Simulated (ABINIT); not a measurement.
Planning a run of ABINIT 10.8.3 on Ba2IBrF2 (P4mm). The input:

```
acell 3*1.0 Angstrom
rprim 
  4.623364000000 0.000000000000 0.000000000000
  0.000000000000 4.623364000000 0.000000000000
  0.000000000000 0.000000000000 7.991386000000
ntypat 4
znucl 56 53 35 9
natom 6
typat 1 1 2 3 4 4
xred 
  0.500000000000 0.500000000000 0.827396000000
  0.000000000000 0.000000000000 0.185191000000
  0.000000000000 0.000000000000 0.641387000000
  0.500000000000 0.500000000000 0.340098000000
  0.500000000000 0.000000000000 0.002964000000
  0.000000000000 0.500000000000 0.002964000000
pp_dirpath "pseudos"
pseudos "Ba.upf, I.upf, Br.upf, F.upf"
ecut 36
ngkpt 2 2 1
nshiftk 1
shiftk 0 0 0
kptopt 1
chksymbreak 0
istwfk *1
occopt 1
irdwfk 1
optdriver 3
nband 137
ecuteps 3.9
inclvkb 2
awtr 1
symchi 1
indata_prefix "in"
outdata_prefix "out"
tmpdata_prefix "tmp"
```

```sh
OMP_NUM_THREADS=1 mpirun -n 4 abinit run.abi > log
```

How long will it take on 4 MPI ranks of Intel Xeon Platinum 8259CL at 2.50GHz (Skylake/Cascade Lake), shared host, and how much memory?

It took 60 s; on shared hardware allow 30 s to 2 min. Peak host memory was 1.3 GiB.

[Paths, hosts, dates, memory and timing lines, banners, echoed tables and standing remarks are left out of the program output.]

[Logs are printed without paths, hosts, clocks, repeated set-up lines and the standing remarks that a program may print on its own settings, such as how far it seeks lower states.]

[Runs of the session that timed out or met a known fault of the program may be left out.]

[No measured gap is set beside runs whose start may be inverted or whose files or cutoffs have a known fault.]

[Hosts, paths, dates, database ids (printed as entryN), source tags and the programs' standing remarks are cut or masked in the printed files.]

[G0W0 gaps are taken among the corrected bands and points alone; a level outside them can change the order at an edge.]

[Where Ansatz stands beside ABINIT at settings called matched, ABINIT's density can come from a denser mesh and the files from another edition; pairs whose starting gaps differed by over 0.03 eV were left out, so agreement reads better than it is.]
